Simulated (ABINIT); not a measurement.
An input for ABINIT 10.8.3 (Tellurium (P3_121, 3 atoms a cell)):

```
acell 3*1.0 Angstrom
rprim 
  4.454000000025 -0.000000000006 0.000000000000
  -2.227000000008 3.857277148481 0.000000000000
  0.000000000000 0.000000000000 5.924000000000
ntypat 1
znucl 52
natom 3
typat 1 1 1
xred 
  0.269000000000 0.000000000000 0.333333333333
  0.000000000000 0.269000000000 0.666666666667
  0.731000000000 0.731000000000 -0.000000000000
pp_dirpath "pseudos"
pseudos "Te.upf"
ecut 34
ngkpt 3 3 2
nshiftk 1
shiftk 0 0 0
kptopt 1
chksymbreak 0
istwfk *1
occopt 1
irdwfk 1
optdriver 4
nband 241
gwcalctyp 0
ecutsigx 34
symsigma 1
nkptgw 2
kptgw 
  0.3333333333 0.3333333333 0.5000000000
  0.0000000000 0.0000000000 0.0000000000
bdgw 
  23 27
  22 26
ecuteps 5.6
irdscr 1
ppmodel 2
indata_prefix "in"
outdata_prefix "out"
tmpdata_prefix "tmp"
```

The database entry behind the starting cell differs from later determinations by our own check (inner coordinate of an old entry), so it need not match the best structure at ambient conditions.

```sh
OMP_NUM_THREADS=1 mpirun -n 4 abinit run.abi > log
```

**Question.** How long will it take on 4 MPI ranks of Arm Neoverse V2, shared host, and how much memory?

It took 34 s; on shared hardware allow 17 s to 68 s. Peak host memory was 1.4 GiB.

[Paths, hosts, dates, memory and timing lines, banners, echoed tables and standing remarks are left out of the program output.]

[Logs are printed without paths, hosts, clocks, repeated set-up lines and the standing remarks that a program may print on its own settings, such as how far it seeks lower states.]

[Runs of the session that timed out or met a known fault of the program may be left out.]

[Hosts, paths, dates, database ids (printed as entryN), source tags and the programs' standing remarks are cut or masked in the printed files.]

[G0W0 gaps are taken among the corrected bands and points alone; a level outside them can change the order at an edge.]

[Where Ansatz stands beside ABINIT at settings called matched, ABINIT's density can come from a denser mesh and the files from another edition; pairs whose starting gaps differed by over 0.03 eV were left out, so agreement reads better than it is.]
